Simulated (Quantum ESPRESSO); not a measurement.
# FeAs (Westerveldite): which magnetic order is lowest

Wanted: the moments of FeAs (Westerveldite) and the energy of each order that was tried.

Program: Quantum ESPRESSO 7.5. Level of theory: LDA; plane waves with GBRV 1.5 LDA potentials, no spin-orbit coupling. Results are calculated unless marked as measured.

**Measured values to reproduce.**

For FeAs, MnP-type (B31) orthorhombic (powder, earlier literature measurement), “Elucidation of the helical spin structure of FeAs” (2017, arxiv:1702.07660) quotes earlier work: moment (ordered moment per Fe in the helical state) 0.5 μB [Literature value from early powder refinement assuming a simple helix, a model later …].

The database entry behind the starting cell differs from later determinations by our own check (old inner coordinates), so it need not match the best structure at ambient conditions.

**1. Set-up**

The structure is orthorhombic, space group Pnma (No. 62). Conventional cell: a = 5.439 Å, b = 3.373 Å, c = 6.028 Å, α = 90.00°, β = 90.00°, γ = 90.00°. Fe has 6 As at 2.34 to 2.57 Å nearest. Nearest to As lie 6 Fe at 2.34 to 2.57 Å. Farther neighbours are not listed.

The cell comes from the Crystallography Open Database.

**2. Run 1 (ferro ++++)**

The signs are those of the starting moments on the seeded atoms, the atoms that are given a moment.

Contents of pw.in:

```
&CONTROL
  calculation = 'scf'
  prefix = 'pwscf'
  outdir = './tmp'
  pseudo_dir = './pseudo'
  disk_io = 'nowf'
/
&SYSTEM
  ibrav = 0
  nat = 8
  ntyp = 2
  ecutwfc = 40
  ecutrho = 280
  nbnd = 60
  occupations = 'smearing'
  smearing = 'fd'
  degauss = 0.00734986
  nspin = 2
  starting_magnetization(1) = 0.175
  starting_magnetization(2) = 0
/
&ELECTRONS
  conv_thr = 1.6d-08
  electron_maxstep = 150
  mixing_beta = 0.3
/
ATOMIC_SPECIES
Fe     55.8450 fe_lda_v1.5.uspp.F.UPF
As     74.9216 as_lda_v1.uspp.F.UPF
CELL_PARAMETERS angstrom
   5.4390000000    0.0000000000    0.0000000000
   0.0000000000    3.3730000000    0.0000000000
   0.0000000000    0.0000000000    6.0280000000
ATOMIC_POSITIONS crystal
Fe      0.9900000000    0.7500000000    0.1900000000
Fe      0.0100000000    0.2500000000    0.8100000000
Fe      0.5100000000    0.2500000000    0.6900000000
Fe      0.4900000000    0.7500000000    0.3100000000
As      0.8000000000    0.7500000000    0.5800000000
As      0.2000000000    0.2500000000    0.4200000000
As      0.7000000000    0.2500000000    0.0800000000
As      0.3000000000    0.7500000000    0.9200000000
K_POINTS automatic
6 8 4 0 0 0
```

On the command line:

```bash
$ OMP_NUM_THREADS=1 mpirun -n 4 pw.x -nk 4 -in pw.in > pw.out
```

What it wrote:

```text
Program PWSCF v.7.5 starts

     Message from routine setup:
     using ibrav=0 with symmetry is DISCOURAGED, use correct ibrav instead

     K-points division:     npool     =       4
     Subspace diagonalization in iterative solution of the eigenvalue problem:

     G-vector sticks info
     --------------------
     sticks:   dense  smooth     PW     G-vecs:    dense   smooth      PW
     Sum        1455     833    257                59063    25489    4229

     Using Slab Decomposition

     bravais-lattice index     =            0
     lattice parameter (alat)  =      10.2782  a.u.
     unit-cell volume          =     746.2859 (a.u.)^3
     number of atoms/cell      =            8
     number of atomic types    =            2
     number of electrons       =        84.00
     number of Kohn-Sham states=           60
     kinetic-energy cutoff     =      40.0000  Ry
     charge density cutoff     =     280.0000  Ry
     scf convergence threshold =      1.6E-08
     mixing beta               =       0.3000
     number of iterations used =            8  plain     mixing
     Exchange-correlation= SLA  PZ   NOGX NOGC
                           (   1   1   0   0   0   0   0)

     celldm(1)=  10.278220  celldm(2)=   0.000000  celldm(3)=   0.000000
     celldm(4)=   0.000000  celldm(5)=   0.000000  celldm(6)=   0.000000

     crystal axes: (cart. coord. in units of alat)
               a(1) = (   1.000000   0.000000   0.000000 )
               a(2) = (   0.000000   0.620151   0.000000 )
               a(3) = (   0.000000   0.000000   1.108292 )

     reciprocal axes: (cart. coord. in units 2 pi/alat)
               b(1) = (  1.000000  0.000000  0.000000 )
               b(2) = (  0.000000  1.612511  0.000000 )
               b(3) = (  0.000000  0.000000  0.902289 )

     PseudoPot. # 1 for Fe read from file:
     fe_lda_v1.5.uspp.F.UPF
     Pseudo is Ultrasoft + core correction, Zval = 16.0
     Generated by new atomic code, or converted to UPF format
     Using radial grid of  861 points,  6 beta functions with:
                l(1) =   0
                l(2) =   0
                l(3) =   1
                l(4) =   1
                l(5) =   2
                l(6) =   2
     Q(r) pseudized with  8 coefficients,  rinner =    1.000   1.000   1.000
                                                       1.000   1.000

     PseudoPot. # 2 for As read from file:
     as_lda_v1.uspp.F.UPF
     Pseudo is Ultrasoft + core correction, Zval =  5.0
     Generated by new atomic code, or converted to UPF format
     Using radial grid of  875 points,  6 beta functions with:
                l(1) =   0
                l(2) =   0
                l(3) =   1
                l(4) =   1
                l(5) =   2
                l(6) =   2
     Q(r) pseudized with  8 coefficients,  rinner =    1.300   1.300   1.300
                                                       1.300   1.300

     atomic species   valence    mass     pseudopotential
     Fe               16.00    55.84500     Fe( 1.00)
     As                5.00    74.92160     As( 1.00)

     Starting magnetic structure
     atomic species   magnetization
     Fe              0.175
     As              0.000

      8 Sym. Ops., with inversion, found ( 6 have fractional translation)

   Cartesian axes

     site n.     atom                  positions (alat units)
         1        Fe     tau(   1) = (   0.9900000   0.4651131   0.2105755  )
         2        Fe     tau(   2) = (   0.0100000   0.1550377   0.8977165  )
         3        Fe     tau(   3) = (   0.5100000   0.1550377   0.7647215  )
         4        Fe     tau(   4) = (   0.4900000   0.4651131   0.3435705  )
         5        As     tau(   5) = (   0.8000000   0.4651131   0.6428093  )
         6        As     tau(   6) = (   0.2000000   0.1550377   0.4654826  )
         7        As     tau(   7) = (   0.7000000   0.1550377   0.0886634  )
         8        As     tau(   8) = (   0.3000000   0.4651131   1.0196286  )

     number of k points=    60  Fermi-Dirac smearing, width (Ry)=  0.0073
                       cart. coord. in units 2pi/alat
        k(    1) = (   0.0000000   0.0000000   0.0000000), wk =   0.0052083
        k(    2) = (   0.0000000   0.0000000   0.2255723), wk =   0.0104167
        k(    3) = (   0.0000000   0.0000000  -0.4511447), wk =   0.0052083
        k(    4) = (   0.0000000   0.2015639   0.0000000), wk =   0.0104167
        k(    5) = (   0.0000000   0.2015639   0.2255723), wk =   0.0208333
        [... 55 further k-points ...]

     Dense  grid:    59063 G-vectors     FFT dimensions: (  60,  36,  64)

     Smooth grid:    25489 G-vectors     FFT dimensions: (  48,  30,  48)

     Check: negative core charge=   -0.000020
     Generating pointlists ...
     new r_m :   0.1777 (alat units)  1.8268 (a.u.) for type    1
     new r_m :   0.1777 (alat units)  1.8268 (a.u.) for type    2

     Initial potential from superposition of free atoms

     starting charge      79.9992, renormalised to      84.0000
     Starting wfcs are   68 randomized atomic wfcs

     Self-consistent Calculation

     iteration #  1     ecut=    40.00 Ry     beta= 0.30
     Davidson diagonalization with overlap
     ethr =  1.00E-02,  avg # of iterations =  4.5

     total energy              =   -1158.95758485 Ry
     estimated scf accuracy    <       5.47682784 Ry

     total magnetization       =     7.89 Bohr mag/cell
     absolute magnetization    =     8.66 Bohr mag/cell

     iteration #  2     ecut=    40.00 Ry     beta= 0.30
     Davidson diagonalization with overlap
     ethr =  6.52E-03,  avg # of iterations =  2.1

     total energy              =   -1159.76694986 Ry
     estimated scf accuracy    <       7.22244137 Ry

     total magnetization       =     3.81 Bohr mag/cell
     absolute magnetization    =     5.17 Bohr mag/cell

     iteration #  3     ecut=    40.00 Ry     beta= 0.30
     Davidson diagonalization with overlap
     ethr =  6.52E-03,  avg # of iterations =  1.1

     total energy              =   -1160.54393387 Ry
     estimated scf accuracy    <       0.16153803 Ry

     total magnetization       =     6.49 Bohr mag/cell
     absolute magnetization    =     7.65 Bohr mag/cell

     [... further iterations left out ...]

     iteration # 15     ecut=    40.00 Ry     beta= 0.30
     Davidson diagonalization with overlap
     ethr =  3.55E-09,  avg # of iterations =  3.9

     total energy              =   -1160.61424528 Ry
     estimated scf accuracy    <       0.00000153 Ry

     total magnetization       =     2.40 Bohr mag/cell
     absolute magnetization    =     2.92 Bohr mag/cell

     iteration # 16     ecut=    40.00 Ry     beta= 0.30
     Davidson diagonalization with overlap
     ethr =  1.83E-09,  avg # of iterations =  2.1

     total energy              =   -1160.61424521 Ry
     estimated scf accuracy    <       0.00000023 Ry

     total magnetization       =     2.40 Bohr mag/cell
     absolute magnetization    =     2.92 Bohr mag/cell

     iteration # 17     ecut=    40.00 Ry     beta= 0.30
     Davidson diagonalization with overlap
     ethr =  2.72E-10,  avg # of iterations =  4.6

     total energy              =   -1160.61424588 Ry
     estimated scf accuracy    <       0.00000003 Ry

     total magnetization       =     2.40 Bohr mag/cell
     absolute magnetization    =     2.91 Bohr mag/cell

     iteration # 18     ecut=    40.00 Ry     beta= 0.30
     Davidson diagonalization with overlap
     ethr =  4.13E-11,  avg # of iterations =  2.8

     Magnetic moment per site  (integrated on atomic sphere of radius R)
     atom   1 (R=0.178)  charge= 14.2178  magn=  0.6415
     atom   2 (R=0.178)  charge= 14.2178  magn=  0.6415
     atom   3 (R=0.178)  charge= 14.2178  magn=  0.6415
     atom   4 (R=0.178)  charge= 14.2178  magn=  0.6415
     atom   5 (R=0.178)  charge=  2.4542  magn= -0.0312
     atom   6 (R=0.178)  charge=  2.4542  magn= -0.0312
     atom   7 (R=0.178)  charge=  2.4542  magn= -0.0312
     atom   8 (R=0.178)  charge=  2.4542  magn= -0.0312

     End of self-consistent calculation

     Number of k-points >= 100: set verbosity='high' to print the bands.

     the Fermi energy is    13.4986 ev

!    total energy              =   -1160.61424597 Ry
     estimated scf accuracy    <          8.8E-09 Ry
     smearing contrib. (-TS)   =      -0.02134926 Ry
     internal energy E=F+TS    =   -1160.59289671 Ry

     The total energy is F=E-TS. E is the sum of the following terms:
     one-electron contribution =    -659.22109998 Ry
     hartree contribution      =     372.38516291 Ry
     xc contribution           =    -240.17930210 Ry
     ewald contribution        =    -633.57765754 Ry

     total magnetization       =     2.40 Bohr mag/cell
     absolute magnetization    =     2.91 Bohr mag/cell

     convergence has been achieved in  18 iterations

=------------------------------------------------------------------------------=
   JOB DONE.
=------------------------------------------------------------------------------=
```

It took 3 min on 4 MPI ranks of Arm Neoverse V2, shared host; peak memory 0.89 GiB.

Spin moment in the atom's sphere by atom:

```csv
atom,spin moment in the atom's sphere (μB)
Fe1,0.641
Fe2,0.641
Fe3,0.641
Fe4,0.641
As5,-0.031
As6,-0.031
As7,-0.031
As8,-0.031
```

This step gave:

```yaml
smearing_term_ts: 0.2905 eV
magnetization: 2.4 μB
absolute_magnetization: 2.914 μB
final_state: ferromagnetic
```

[end of part 1 of 2]

[Logs and program files are shortened in this print: banners, set-up blocks, solver, clock and traceback lines can be left out without a mark of their own.]

[Logs are printed without paths, hosts, clocks, repeated set-up lines and the standing remarks that a program may print on its own settings, such as how far it seeks lower states.]

[Hosts, paths, dates, database ids (printed as entryN), source tags and the programs' standing remarks are cut or masked in the printed files.]

[Where a cell is said to come from a database of computed structures, the database is the Materials Project.]
